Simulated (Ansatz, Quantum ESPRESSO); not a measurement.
# BAs (F-43m): phonons by linear response, part 4 of 4

How does BAs (F-43m) vibrate, and is this structure a minimum?

Quantum ESPRESSO 7.5; DFT LDA, scalar-relativistic, plane waves, PseudoDojo norm-conserving pseudopotentials.

So far, lowest frequency on the path (cm⁻¹): step 13 (the dispersion under another sum rule (asr no)) 2.19.

### 14. A second program (continued)

Transverse modes. Infrared lines, with heights relative to the strongest:

```tsv
position (cm⁻¹)	label	IR intensity ((D/Å)²/amu), degenerate modes summed, relative
701	T2	100
```

The log warns that the force constants on this k mesh are to be taken as unconverged.

### 15. Side by side: QE PseudoDojo and Ansatz, PseudoDojo

Worked out from the results:

* root-mean-square difference: 0.01 cm⁻¹
* largest difference: 0.02 cm⁻¹
* root-mean-square difference on the path: 0 cm⁻¹
* largest difference on the path: 0.3 cm⁻¹

The two runs side by side. Further quantities:

```tsv
quantity	QE PseudoDojo	Ansatz, PseudoDojo
mean ε∞	10	9.6
largest Born charge in size (e; the first before, the second after the charge sum rule)	0.58	0.54
```

The interpolated bands of the two lie on top of each other.

At the solved wavevectors the largest difference (acoustic modes at Γ apart) is 0.003 % of the highest mode; the largest Born charge differs by 7.4 %.

### 16. Outcome

| Property | Result |
| --- | --- |
| space group after relaxation | F-43m |
| volume per atom | 13.2 Å³ |
| gap on the k-mesh | 1.13 eV |
| highest optical zone-centre mode (no LO-TO term) | 701.3 cm⁻¹ |
| highest mode moved by the LO-TO term (probably not converged in the k mesh) | 705.3 cm⁻¹ |
| mean high-frequency dielectric constant (probably not converged in the k mesh) | 10.0 |
| largest Born charge in size (third of the trace) (probably not converged in the k mesh) | 0.580 e |
| mean static dielectric constant (probably not converged in the k mesh) | 10.1 |
| q mesh | 4×4×4 |
| lowest mode on the q mesh (acoustic ones at the zone centre apart) | 112.2 cm⁻¹ |
| zero-point energy per atom | 82.4 meV |
| heat capacity at 300 K | 17.0 J/(mol atoms K) |
| vibrational entropy at 300 K | 15.7 J/(mol atoms K) |
| imaginary modes on the q mesh | none |
| largest difference from Ansatz, PseudoDojo | 0.02 cm⁻¹ |

**Reading.** BAs (F-43m) is dynamically stable on the 4×4×4 mesh; its spectrum reaches 742 cm⁻¹. At the LDA level the optical modes of BAs (F-43m) at the zone centre (no LO-TO term) lie at 701 cm⁻¹. Along the directions run, the highest mode that the macroscopic field moves lies at 705 cm⁻¹. Lattice motion raises the mean dielectric constant from 10.00 to 10.12. The Born charges miss their sum rule by 0.086 e, a sign that the k mesh or the cutoff is short for the field response. ε∞, the Born charges and what follows from them are probably not converged in the k mesh. The Lyddane-Sachs-Teller relation holds: (ωLO/ωTO)² is 1.01 and ε₀/ε∞ is 1.01. QE PseudoDojo and Ansatz, PseudoDojo agree to 0.02 cm⁻¹ (0.003 % of the highest mode compared) on all solved modes but the acoustic ones at Γ, without the LO-TO term. The mean ε∞ is 10.00 against 9.6. These are harmonic frequencies at zero temperature: anharmonic shifts and linewidths and thermal expansion are left out. Ansatz's log warns that force constants on this k mesh are to be taken as unconverged, an error that the frequencies of both programs share.

[Host names and launcher messages were left out of these logs when they were recorded.]

[Logs are printed without paths, hosts, clocks, repeated set-up lines and the standing remarks that a program may print on its own settings, such as how far it seeks lower states.]

[Hosts, paths, dates, database ids (printed as entryN), source tags and the programs' standing remarks are cut or masked in the printed files.]
